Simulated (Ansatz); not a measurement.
# How K2CdSe2O6 absorbs and reflects light

Wanted: where K2CdSe2O6 starts to absorb, how strongly, and its refractive index.

Main program and level: Ansatz 0.2.0; DFT, PBE, plane-wave PAW, default files, scalar-relativistic, independent-particle optical response without local fields.

## 1. The system as given

Symmetry: R-3m, No. 166, trigonal system. Conventional cell: a = 5.698 Å, b = 5.698 Å, c = 18.949 Å, α = 90.00°, β = 90.00°, γ = 120.00°. Nearest to Cd lie 6 O at 2.32 Å. Nearest to Se lie 3 O at 1.69 Å. Nearest to K lie 9 O at 2.82 to 3.05 Å. Nearest to O lie 1 Se at 1.69 Å and 1 Cd at 2.32 Å and 3 K at 2.82 to 3.05 Å. Farther neighbours, and contacts between anions beyond the nearest, are not listed.

## 2. Ground state and bands

The self-consistent density comes first; it also tells whether there is a gap, which decides the occupations and the need for a Drude term.

This step: DFT, PBE, plane-wave PAW, default files, scalar-relativistic, ground state (Ansatz 0.2.0).

The input, input.yaml:

```yaml
crystal:
  lattice:
    - [2.84875, 1.6447265794, 6.3162]
    - [-2.84875, 1.6447265794, 6.3162]
    - [0.0, -3.2894531587, 6.3162]
  atoms:
    - { symbol: Cd, position: [0.0, 0.0, 0.0] }
    - { symbol: Se, position: [0.3760333333, 0.3760333333, 0.3760333333] }
    - { symbol: Se, position: [0.6239666667, 0.6239666667, 0.6239666667] }
    - { symbol: K, position: [0.1960733333, 0.1960733333, 0.1960733333] }
    - { symbol: K, position: [0.8039266667, 0.8039266667, 0.8039266667] }
    - { symbol: O, position: [0.25804, 0.25804, 0.72374] }
    - { symbol: O, position: [0.72374, 0.25804, 0.25804] }
    - { symbol: O, position: [0.25804, 0.72374, 0.25804] }
    - { symbol: O, position: [0.27626, 0.74196, 0.74196] }
    - { symbol: O, position: [0.74196, 0.74196, 0.27626] }
    - { symbol: O, position: [0.74196, 0.27626, 0.74196] }
kpoints:
  mp_grid: { grid: [5, 5, 5] }
  band_path:
    path:
      - [[0.0, 0.0, 0.0], [0.5, 0.0, 0.0], [0.5, 0.21187145, -0.21187145]]
      - [[0.78812855, 0.5, 0.21187145], [0.5, 0.5, 0.5], [0.0, 0.0, 0.0], [0.35593573, 0.0, -0.35593573]]
      - [[0.64406427, 0.35593573, 0.0], [0.5, 0.5, 0.0], [0.64406427, 0.64406427, 0.21187145], [0.5, 0.5, 0.5]]
      - [[0.5, 0.0, 0.0], [0.78812855, 0.35593573, 0.35593573]]
    npoints: 6
scf:
  occupations: { method: fermi_dirac, width: 0.05 }
  n_extra_bands: 15
hamiltonian:
  xc: pbe
  pseudopotentials: { kind: paw }
output:
  forces: true
  stress: true
  populations: true
  write_bands: true
```

On the command line:

```console
$ ansatz run input.yaml --threads 4 --pin off --max-ram 8192MiB --backend cpu --events-out ev --progress --plain --runs-dir out
```

Log:

```text
scf.n_extra_bands = 15 over 53 filled bands (N_el = 106.0): the run solves 68 bands
Engine: ansatz 0.2.0, aarch64-unknown-linux-gnu
Pseudopotentials: kind: paw
Pseudopotential: Cd, paw, valence charge 20, recommended cutoff 420 eV (normal), Cd.paw.azcp
Pseudopotential: Se, paw, valence charge 16, recommended cutoff 420 eV (normal), Se.paw.azcp
Pseudopotential: K, paw, valence charge 9, recommended cutoff 420 eV (normal), K.paw.azcp
Pseudopotential: O, paw, valence charge 6, recommended cutoff 420 eV (normal), O.paw.azcp
Functional definition: PBE
  parameter kappa = 0.804
  parameter beta = 0.066725
  exchange = pbe_x(kappa = kappa, mu = beta*pi^2/3)
  correlation = pbe_c(beta = beta)
Crystal: 11 atoms, lattice volume = 177.564 Å³
Basis set: ecut = 420 eV, 3465 PW (Γ), exchange–correlation on 96×96×96 points (8 copies of the dense FFT grid, shifted against one another)
Bands: 68, of which v1, the nominal top of the filled ones, is band 53 counted from 1 (52 counted from 0)
Symmetry: 12 space group operations
Space group: R-3m (ITA 166), of the structure as read, at distance tolerance 5.6e-5 Å
k-points: 19 of 125
Non-local potential: Cd, projectors of the file, l = 0: 3, l = 1: 2, l = 2: 2, l = 3: 1
Non-local potential: Se, projectors of the file, l = 0: 2, l = 1: 2, l = 2: 3, l = 3: 1
Non-local potential: K, projectors of the file, l = 0: 3, l = 1: 2, l = 2: 2
Non-local potential: O, projectors of the file, l = 0: 2, l = 1: 2, l = 2: 1
PAW form: soft (Blöchl's): semilocal exchange-correlation on the pseudo side does not see the compensation charge
PAW one-centre angular grid: Cd, 590 points (default); XC on 64 Gauss nodes
PAW one-centre angular grid: Se, 590 points (default); XC on 64 Gauss nodes
PAW one-centre angular grid: K, 110 points (default); XC on 64 Gauss nodes
PAW one-centre angular grid: O, 110 points (default); XC on 64 Gauss nodes
Initial density: superposition of atomic densities (neutral atoms: chi_scale 0, normalization atom), corrected by the library's trained network
Initial wavefunctions: pseudopotential atomic-orbital guess
Functional: x = pbe(κ = 0.804, μ = 0.219515), c = pbe(β = 0.066725)
SCF iter   1: F=—  HF=-25671.833399 eV  |F-HF|=—  |Δ(HF+E_count)|=         —  Δρ=1.38e-3  dr2=1.42e-3  ethr=1.77e-3  ⟨swp⟩=6.3  Hψ=5393  notcnv=0  defer=58
preconditioner: auto → Resta (q_TF=auto, 2.504 Å⁻¹)  ε∞=3.6  [insulator: Δε(μ)=3.847 eV  Ē_g=14.964 eV  σ=0.050 eV  W_gap=1.00  n_scr=46 (ndim 8)  ℏωp=24.0 eV  f_vac=0.079  D(μ)=0.00/eV (n_scr^D=0)  ε∞_Penn≈3.6]
SCF iter   2: F=—  HF=-25671.836741 eV  |F-HF|=—  |Δ(HF+E_count)|=   3.34e-3  Δρ=7.09e-4  dr2=4.07e-4  ethr=1.34e-6  ⟨swp⟩=2.4  Hψ=2565  notcnv=0  defer=125
SCF iter   3: F=—  HF=-25671.837746 eV  |F-HF|=—  |Δ(HF+E_count)|=   1.00e-3  Δρ=1.36e-4  dr2=3.05e-5  ethr=3.84e-7  ⟨swp⟩=2.0  Hψ=1843  notcnv=0  defer=125
SCF iter   4: F=—  HF=-25671.837887 eV  |F-HF|=—  |Δ(HF+E_count)|=   1.41e-4  Δρ=5.42e-5  dr2=5.50e-6  ethr=2.88e-8  ⟨swp⟩=2.0  Hψ=1492  notcnv=0  defer=125
SCF iter   5: F=—  HF=-25671.837891 eV  |F-HF|=—  |Δ(HF+E_count)|=   4.27e-6  Δρ=3.92e-5  dr2=2.36e-6  ethr=5.19e-9  ⟨swp⟩=2.0  Hψ=1834  notcnv=0  defer=125
SCF iter   6: F=—  HF=-25671.837891 eV  |F-HF|=—  |Δ(HF+E_count)|=   3.87e-7  Δρ=9.74e-6  dr2=1.33e-7  ethr=2.23e-9  ⟨swp⟩=2.0  Hψ=1807  notcnv=0  defer=125
SCF iter   7: F=-25671.837891 eV  HF=-25671.837891 eV  |F-HF|=3.32e-9  |Δ(HF+E_count)|=   1.08e-7  Δρ=3.12e-6  dr2=1.55e-8  ethr=9.43e-11  ⟨swp⟩=10.1  Hψ=5705  notcnv=0
SCF 1 converged in 7 iterations: F = -25671.837891 eV  dr2 = 1.55e-8
  greatest PAW one-centre occupation: 1.000 electrons in one spin orbital (limit 2), on the Cd atom at site 0 (counted from 0), in its partial waves of l = 1
NSCF: frozen V_eff on 58 k-points
SCF converged after 7 iterations
Free energy (F): -25671.837891 eV
Harris-Foulkes:  -25671.837891 eV  (|F-HF|=3.32e-9)
Internal energy: -25671.837891 eV  (E = F + TS)
E sigma→0 (E₀):  -25671.837891 eV
Fermi energy:    7.770509 eV
--- Per-component energies (eV) ---
  E_band       = -1584.979467
  E_kinetic    = 2303.247014
  E_local      = -13306.568521  (includes V_loc(G=0)·N_el)
  E_nonlocal   = -825.418738
  E_hartree    = 5976.041903
  E_xc         = -1097.628904
  E_vxc        = -1312.148012  (∫ρ·V_xc dr)
  E_paw        = -10430.765484  (= ΣΔE_a)
  E_vpaw       = -396.192373  (= ΣTr[D̂ρ^β])
  E_aug_tail   = 0.013704  (compensation charges beyond the density's cutoff)
  E_ewald      = -8290.758865
  E_smearing   = -0.000000  (= −TS)
  E_closure    = 0.000000  (closes the sum)
  Σ components = -25671.837891   (vs F -25671.837891, Δ=0.00e0)
--- Forces (eV/Å), atoms counted from 1 ---
  atom   1  Cd     0.00000000     0.00000000     0.00000000
  atom   2  Se     0.00000000    -0.00000000    -1.38029725
  atom   3  Se     0.00000000     0.00000000     1.38029725
  atom   4  K      0.00000000     0.00000000     0.03175899
  atom   5  K      0.00000000    -0.00000000    -0.03175899
  atom   6  O      0.00000000    -0.86943128     0.56342089
  atom   7  O      0.75294957     0.43471564     0.56342089
  atom   8  O     -0.75294957     0.43471564     0.56342089
  atom   9  O     -0.75294957    -0.43471564    -0.56342089
  atom  10  O      0.00000000     0.86943128    -0.56342089
  atom  11  O      0.75294957    -0.43471564    -0.56342089
  max |Σ_I F_I| component: 3.33e-16 eV/Å
--- Stress (GPa, compression-positive) ---
        5.972179       0.000000       0.000000
        0.000000       5.972179      -0.000000
       -0.000000      -0.000000       3.967195
  P = ⅓ Tr σ = 5.3039 GPa (53.039 kbar)
--- Band table (eV; the first three rows and the last of 19) ---
  k-point 0: bands = [... 49 lower, 5.3808, 5.3808, 5.4074, 5.4239, 9.6100, 10.5252, 10.5252, 11.1875, ... 11 higher]
  k-point 1: bands = [... 49 lower, 5.1551, 5.2523, 5.3933, 5.5809, 9.9852, 10.5230, 10.5935, 11.6072, ... 11 higher]
  k-point 2: bands = [... 49 lower, 5.0848, 5.2668, 5.3945, 5.7198, 10.3016, 10.5736, 11.2755, 12.0608, ... 11 higher]
  k-point 18: bands = [... 49 lower, 5.2245, 5.2692, 5.3391, 5.5741, 10.2815, 10.7190, 10.7752, 11.1513, ... 11 higher]
--- Löwdin populations: 11 sites ---
  site symbol       q [e]
     0     Cd     18.5286
     1     Se     14.4577
     2     Se     14.4577
     3      K      8.2509
     4      K      8.2509
     5      O      6.8781
     6      O      6.8781
     7      O      6.8781
     8      O      6.8781
     9      O      6.8781
    10      O      6.8781
  spilling = 0.007410 (of n_electrons = 106.000000)
```

It took 6.3 s on 4 threads of Arm Neoverse V2, shared host; peak memory 0.84 GiB.

In the SCF lines HF is the Harris–Foulkes energy and dr2 the Hartree energy of the density residual, in eV; the loop may stop once dr2 is under the threshold and the program's other checks hold. Hψ counts applications of the Hamiltonian.

This step gave:

| Property | Result |
| --- | --- |
| free energy | -25671.8379 eV |
| Fermi energy | 7.771 eV |
| gap by band count | 3.855 eV |
| electrons | 106 |
| symmetry operations | 12 |
| pressure | 5.304 GPa |
| gap on the k-mesh | 3.855 eV |
| volume | 177.6 Å³ |
| gap on the path | 3.847 eV |
| least direct gap on the path | 4.186 eV |

There is a gap, 3.85 eV on the path, so no carriers' term is needed. The cell is left with a pressure of 5.3 GPa and forces up to 1.38 eV/Å, as it stands unrelaxed at this level.

Electronic bands along the path, in eV, zero at the Fermi level; v1 is the highest filled band, c1 the lowest empty one:

```tsv
point	v4	v3	v2	v1	c1	c2	c3	c4
Γ	-2.39	-2.39	-2.36	-2.35	1.84	2.75	2.75	3.42
halfway	-2.64	-2.58	-2.38	-2.15	2.32	2.76	2.96	4.00
L	-2.70	-2.48	-2.38	-2.03	2.58	2.82	3.62	4.43
halfway	-2.76	-2.69	-2.41	-2.01	2.40	3.32	3.68	4.46
B1	-2.78	-2.72	-2.37	-2.02	2.42	3.46	3.79	4.46
jump to B	-2.78	-2.72	-2.37	-2.02	2.42	3.46	3.79	4.46
halfway	-2.59	-2.51	-2.45	-2.16	2.56	3.00	3.16	3.58
Z	-2.49	-2.48	-2.39	-2.27	2.19	2.77	2.94	2.94
halfway	-2.44	-2.44	-2.37	-2.31	1.99	2.84	2.84	3.12
Γ	-2.39	-2.39	-2.36	-2.35	1.84	2.75	2.75	3.42
halfway	-2.63	-2.58	-2.49	-2.11	2.34	2.88	3.11	4.29
X	-2.79	-2.74	-2.37	-2.01	2.39	3.53	3.75	4.48
jump to Q	-2.79	-2.74	-2.37	-2.01	2.39	3.53	3.75	4.48
halfway	-2.75	-2.49	-2.37	-2.05	2.46	3.19	3.75	4.41
F	-2.71	-2.37	-2.31	-2.09	2.53	2.98	3.68	4.37
halfway	-2.71	-2.38	-2.32	-2.09	2.55	2.97	3.66	4.37
P1	-2.70	-2.39	-2.34	-2.08	2.59	2.95	3.64	4.35
halfway	-2.56	-2.49	-2.42	-2.19	2.54	2.95	3.04	3.45
Z	-2.49	-2.48	-2.39	-2.27	2.19	2.77	2.94	2.94
jump to L	-2.70	-2.48	-2.38	-2.03	2.58	2.82	3.62	4.43
halfway	-2.70	-2.45	-2.37	-2.04	2.59	2.87	3.64	4.42
P	-2.70	-2.39	-2.34	-2.08	2.59	2.95	3.64	4.35
```

## 3. Spectrum

The spectrum is a sum over vertical transitions between filled and empty bands at the fixed density, so many empty bands are needed.

This step: DFT, PBE, plane-wave PAW, default files, scalar-relativistic, independent-particle optical response without local fields (Ansatz 0.2.0).

input.yaml, the sections that differ from step 2:

```yaml
kpoints:
  mp_grid: { grid: [5, 5, 5] }
scf:
  occupations: { method: fixed }
output:
  optics:
    e_range: [0, 14]
    de: 0.05
    sigma: 0.1
    nscf_kmesh: { grid: [6, 6, 6] }
    bands: { spectra_wanted_up_to: 14 }
# crystal, hamiltonian: as in step 2
```

Log:

```text
[...]
Crystal: 11 atoms, lattice volume = 177.564 Å³
Basis set: ecut = 420 eV, 3465 PW (Γ)
Bands: 64, of which v1, the nominal top of the filled ones, is band 53 counted from 1 (52 counted from 0)
Symmetry: 12 space group operations
[...]
k-points: 19 of 125
[...]
SCF iter   1: F=—  HF=-25671.834165 eV  |F-HF|=—  |Δ(HF+E_count)|=         —  Δρ=1.36e-3  dr2=1.41e-3  ethr=1.77e-3  ⟨swp⟩=4.5  Hψ=4389  notcnv=0  defer=158
[...]
SCF iter  10: F=-25671.838115 eV  HF=-25671.838115 eV  |F-HF|=1.09e-11  |Δ(HF+E_count)|=  1.09e-11  Δρ=5.60e-8  dr2=4.57e-12  ethr=1.00e-12  ⟨swp⟩=10.5  Hψ=5643  notcnv=0
SCF 1 converged in 10 iterations: F = -25671.838115 eV  dr2 = 4.57e-12
[...]
NSCF: frozen V_eff on 32 k-points
[...]
output.optics: what the bands over the 107 summed would add to eps1, eps2 and the energy-loss function is held between a lower and an upper bound (9 Lanczos steps). eps1, eps2 and their loss function (loss_summed_bands) are given on every row as the summed bands alone make them. Along an axis, on a row where the two bounds hold the loss function to about 1 % of the greater of itself and 0.5 % of |1/eps|, its cell (loss_completed) is given, with the completed eps1 and eps2 that it is formed of (a cell that is left empty reads nan in the table and null in the record). The two bounds hold it so along every axis on all 281 rows up to 14.000 eV. [rest of the remark cut]
SCF converged after 10 iterations
Free energy (F): -25671.838115 eV
[...]
Internal energy: -25671.838115 eV  (E = F + TS)
E sigma→0 (E₀):  -25671.838115 eV
Fermi energy:    5.755094 eV
[...]
--- Band table (eV; the first three rows and the last of 19) ---
  k-point 0: bands = [... 49 lower, 5.3808, 5.3808, 5.4074, 5.4239, 9.6100, 10.5253, 10.5253, 11.1876, ... 7 higher]
  k-point 1: bands = [... 49 lower, 5.1551, 5.2523, 5.3933, 5.5809, 9.9852, 10.5231, 10.5935, 11.6073, ... 7 higher]
  k-point 2: bands = [... 49 lower, 5.0848, 5.2668, 5.3945, 5.7198, 10.3017, 10.5736, 11.2755, 12.0608, ... 7 higher]
  k-point 18: bands = [... 49 lower, 5.2245, 5.2692, 5.3391, 5.5741, 10.2814, 10.7190, 10.7753, 11.1514, ... 7 higher]
```

Run time: 94 s. Hardware: 4 threads; peak memory 2.4 GiB; 5.9 min of CPU time.

Read-outs:

```
electronic dielectric constant ε∞, mean of the axes                                   : 3.573
absorption onset, first axis (α over 10⁴ cm⁻¹, or the direct gap if that lies higher) : 4.271 eV
main peak of Im epsilon, first axis                                                   : 7.276 eV
least direct gap on the mesh                                                          : 4.186 eV
bands summed                                                                          : 107
spectra valid up to                                                                   : 22.36 eV
program's estimate of the k-sum error in Im epsilon                                   : 0.11 %
electrons in the f-sum                                                                : 45.30
```

The Im ε has structure finer than the step of the table below, so its rows give means over 0.5 eV. Peaks (eV: height): E ∥ x or y 4.50: 1.35, 5.25: 5.11, 7.30: 5.35, 8.85: 4.08, 9.95: 2.98, 11.00: 3.00; E ∥ z 6.00: 3.51, 8.10: 3.20, 9.60: 5.48, 11.65: 3.42.

Table of Im ε by photon energy; means over each step:

```tsv
photon energy (eV)	E ∥ x or y	E ∥ z
3.5	0	0
4.0	0.00430	0.0248
4.5	0.829	0.241
5.0	3.41	0.736
5.5	4.39	2.05
6.0	3.10	2.80
6.5	3.35	1.81
7.0	4.20	1.56
7.5	4.21	1.34
8.0	2.28	2.07
8.5	2.82	1.26
9.0	3.67	1.95
9.5	2.64	4.61
10.0	2.58	4.81
10.5	2.32	2.80
11.0	2.84	3.02
11.5	2.89	3.08
12.0	1.83	2.15
12.5	1.36	1.92
13.0	1.26	1.44
13.5	1.08	0.974
```

Re ε against photon energy:

```tsv
photon energy (eV)	E ∥ x or y	E ∥ z
0.0	3.79	3.15
0.5	3.80	3.15
1.0	3.83	3.17
1.5	3.90	3.21
2.0	3.99	3.26
2.5	4.14	3.34
3.0	4.34	3.45
3.5	4.67	3.61
4.0	5.28	3.89
4.5	6.09	4.15
5.0	7.40	5.03
5.5	4.23	4.52
6.0	3.54	3.62
6.5	3.70	2.63
7.0	3.41	3.11
7.5	1.10	2.83
8.0	1.86	4.61
8.5	2.51	2.89
9.0	1.36	4.87
9.5	1.29	4.66
10.0	1.07	1.18
10.5	1.53	0.316
11.0	1.18	1.29
11.5	0.617	0.964
12.0	0.0649	-0.0381
12.5	0.638	0.442
13.0	0.782	0.192
13.5	1.23	0.825
14.0	1.67	1.07
```

Refractive index n and extinction k against photon energy:

```tsv
photon energy (eV)	n, E ∥ x or y	k, E ∥ x or y	n, E ∥ z	k, E ∥ z
0.0	1.95	0	1.77	0
0.5	1.95	0	1.78	0
1.0	1.96	0	1.78	0
1.5	1.97	0	1.79	0
2.0	2.00	0	1.81	0
2.5	2.03	0	1.83	0
3.0	2.08	0	1.86	0
3.5	2.16	0	1.90	0
4.0	2.30	2.4e-6	1.97	1.3e-4
4.5	2.48	0.271	2.04	0.0709
5.0	2.80	0.671	2.25	0.142
5.5	2.27	0.956	2.18	0.506
6.0	2.03	0.769	2.08	0.843
6.5	2.11	0.860	1.73	0.590
7.0	2.07	0.934	1.81	0.397
7.5	1.69	1.32	1.73	0.424
8.0	1.55	0.738	2.22	0.557
8.5	1.76	0.778	1.73	0.299
9.0	1.63	1.14	2.23	0.347
9.5	1.45	0.905	2.40	1.04
10.0	1.44	1.01	1.81	1.44
10.5	1.47	0.790	1.20	1.07
11.0	1.48	1.01	1.57	1.08
11.5	1.35	1.09	1.42	1.03
12.0	0.966	0.932	0.999	1.02
12.5	1.03	0.642	1.12	0.899
13.0	1.07	0.599	0.934	0.825
13.5	1.19	0.435	1.02	0.471
14.0	1.38	0.494	1.10	0.391
```

The reflectivity at normal incidence has structure finer than the step of the table below, so its rows give means over 0.25 eV. Peaks (eV: height): E ∥ x or y 5.200: 25.4, 7.300: 25.9, 8.900: 21.1, 10.000: 17.3, 11.750: 23.8; E ∥ z 5.950: 18.4, 8.050: 17.4, 10.050: 27.5, 11.750: 24.9, 12.700: 16.6.

Table of reflectivity at normal incidence by photon energy; means over each step:

```tsv
photon energy (eV)	E ∥ x or y (%)	E ∥ z (%)
0.25	10.3	7.79
0.50	10.4	7.81
0.75	10.4	7.85
1.00	10.5	7.90
1.25	10.6	7.96
1.50	10.7	8.04
1.75	10.9	8.14
2.00	11.1	8.26
2.25	11.3	8.39
2.50	11.6	8.56
2.75	12.0	8.76
3.00	12.4	8.99
3.25	12.9	9.27
3.50	13.5	9.62
3.75	14.3	10.1
4.00	15.5	10.7
4.25	17.8	11.6
4.50	18.7	11.8
4.75	21.0	12.9
5.00	24.6	14.9
5.25	24.2	16.3
5.50	21.8	15.8
5.75	19.0	15.6
6.00	16.7	17.7
6.25	16.4	11.6
6.50	18.6	11.0
6.75	19.3	9.87
7.00	20.1	10.1
7.25	24.4	10.4
7.50	24.6	9.34
7.75	16.5	9.86
8.00	12.0	16.1
8.25	12.5	12.4
8.50	14.5	8.57
8.75	18.7	12.0
9.00	20.6	15.9
9.25	18.6	20.2
9.50	15.3	23.6
9.75	13.9	24.5
10.00	16.4	26.8
10.25	12.8	24.9
10.50	12.5	19.7
10.75	14.2	12.7
11.00	16.8	18.4
11.25	17.6	18.4
11.50	20.0	18.7
11.75	22.9	23.9
12.00	18.5	20.3
12.25	13.8	14.3
12.50	9.53	15.4
12.75	9.24	16.2
13.00	7.94	15.6
13.25	6.07	10.9
13.50	4.69	5.58
13.75	5.48	5.54
```

The loss function −Im 1/ε at q → 0 has structure finer than the step of the table below, so its rows give means over 0.25 eV. Peaks (eV: height): E ∥ x or y 7.750: 0.360, 10.200: 0.376, 12.300: 0.688; E ∥ z 6.200: 0.222, 8.250: 0.224, 10.600: 0.413, 13.250: 0.960.

Loss function −Im 1/ε at q → 0 against energy loss; means over each step:

```tsv
energy loss (eV)	E ∥ x or y	E ∥ z
3.75	0	0
4.00	7.4e-6	3.5e-4
4.25	0.00420	0.00898
4.50	0.0280	0.0156
4.75	0.0215	0.0112
5.00	0.0532	0.0255
5.25	0.0943	0.0555
5.50	0.120	0.0867
5.75	0.153	0.0912
6.00	0.145	0.143
6.25	0.127	0.185
6.50	0.130	0.171
6.75	0.133	0.149
7.00	0.143	0.131
7.25	0.152	0.139
7.50	0.220	0.139
7.75	0.331	0.0710
8.00	0.268	0.0953
8.25	0.213	0.201
8.50	0.193	0.117
8.75	0.180	0.0661
9.00	0.236	0.0626
9.25	0.298	0.0909
9.50	0.315	0.112
9.75	0.308	0.152
10.00	0.308	0.188
10.25	0.354	0.250
10.50	0.302	0.369
10.75	0.280	0.304
11.00	0.291	0.262
11.25	0.310	0.302
11.50	0.327	0.305
11.75	0.411	0.338
12.00	0.558	0.487
12.25	0.663	0.518
12.50	0.616	0.481
12.75	0.584	0.560
13.00	0.577	0.661
13.25	0.567	0.887
13.50	0.413	0.636
13.75	0.355	0.607
```

Optical constants at common wavelengths, from n + ik = √ε:

```tsv
wavelength (nm)	n xy	k xy	R (%) xy	1/α xy	n z	k z	R (%) z	1/α z
1550	1.95	0.000	10.4	over 1 mm	1.78	0.000	7.9	over 1 mm
1064	1.96	0.000	10.6	over 1 mm	1.78	0.000	7.9	over 1 mm
532	2.02	0.000	11.4	over 1 mm	1.82	0.000	8.4	over 1 mm
450	2.06	0.000	12.0	over 1 mm	1.84	0.000	8.8	over 1 mm
405	2.09	0.000	12.5	over 1 mm	1.86	0.000	9.1	over 1 mm
308	2.31	0.000	15.6	over 1 mm	1.98	0.001	10.8	46 µm
193	2.18	0.807	18.9	19 nm	1.81	0.584	12.1	26 nm
```

Rows near the edge hang on the gap, which this functional as a rule makes too small, and phonon-assisted absorption over an indirect gap is left out.

Through 1 µm of it, D65 light comes out colourless (x = 0.314, y = 0.330; 81 % transmitted).

At 1064 nm the birefringence n(z) − n(x) is -0.178: the crystal is uniaxial negative at this level.

The first strong peak, at 5.23 eV, fits the third-highest filled and the second-lowest empty band, which run nearly parallel at that distance over 100 % of Γ–L; the match rests on energies alone.

The f-sum over the summed bands holds 45.3 of the cell's 106 electrons outside the frozen cores, 56 of which lie in bands more than 12 eV below the Fermi level, whose transitions come at higher energies. Up to 14 eV the strength has a mean oscillator energy of 8.1 eV, and these transitions give 76 % of ε∞ − 1 along x; the rest comes from higher ones.

(Continued in part 2 of 2.)

[Long decimals in the printed logs are rounded to 6 places.]

[Logs are printed without paths, hosts, clocks, repeated set-up lines and the standing remarks that a program may print on its own settings, such as how far it seeks lower states.]

[Hosts, paths, dates, database ids (printed as entryN), source tags and the programs' standing remarks are cut or masked in the printed files.]

[Where the starting crystal was built by hand or by swapping elements, it need not be the compound's stable phase.]

[The count of steps not shown may lack steps that the program refused or didn't finish.]
